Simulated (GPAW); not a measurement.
# MoS2 (P6_3/mmc): how ε∞ follows the gap

The empty bands of MoS2 (P6_3/mmc) are shifted up rigidly by Δ, and ε∞ along x is computed for each shift. x, y and z are the Cartesian axes of the input cell.

Cell: a, b, c = 3.169, 3.169, 12.324 Å (primitive vectors), 6 atoms.

Method: GPAW 26.7.0, LDA, RPA, k-mesh 12×12×3, local fields up to 50 eV, Lorentzian half width 0.15 eV.

Launch of the response step: `OMP_NUM_THREADS=1 python df.py`. The series took 21.8 min in all, its band step included, on 1 thread of Arm Neoverse V1, on a shared host.

```tsv
Δ (eV)	ε∞ along x
0.00	14.047
0.40	12.769
0.80	11.745
1.20	10.904
1.60	?
2.00	9.592
```

With one effective transition at E₀ and fixed dipole strength, ε∞ − 1 = A/(E₀ + Δ), so 1/(ε∞ − 1) is linear in Δ.

Working, on the rows shown:

| x = Δ (eV) | y = 1/(ε∞ − 1) |
| --- | --- |
| 0 | 0.076646 |
| 0.4 | 0.084969 |
| 0.8 | 0.0930665 |
| 1.2 | 0.100969 |
| 2 | 0.116387 |

Means: x̄ = 0.88, ȳ = 0.094408. Σ(x − x̄)(y − ȳ) = 0.04699, Σ(x − x̄)² = 2.368. Slope = 0.04699 / 2.368 = 0.01984; intercept = ȳ − slope · x̄ = 0.076947. Turned back into ε∞ along x, the line misses the rows shown by at most 0.051.

Q: Predict the last column of the withheld row from the fit.

A: At x = 1.6 the line gives y = 0.10869, that is 10.200. The run gave 10.196, so the interpolation is off by 0.0042, 0.1 % of the range in the table.

Refitted with all rows, the slope is 0.01985 and the intercept 0.076945. These give E₀ = intercept/slope = 3.9 eV, far above the least direct gap of 1.64 eV: most of the screening comes from transitions well over the edge. Over the first step ε∞ falls by 23 % per eV. The cell comes from an older database entry, whose edges can be off by a per cent or so. Excitons are left out; LDA gaps are as a rule too small. The values come from a sum over the points of one k-mesh and carry its error, which grows as the direct gap shrinks. This version of GPAW has incomplete matrix elements in the optical limit, which can lower ε − 1 by up to a tenth where first-row anions or d states rule. Spin-orbit coupling is left out.

[Logs are printed without paths, hosts, clocks, repeated set-up lines and the standing remarks that a program may print on its own settings, such as how far it seeks lower states.]
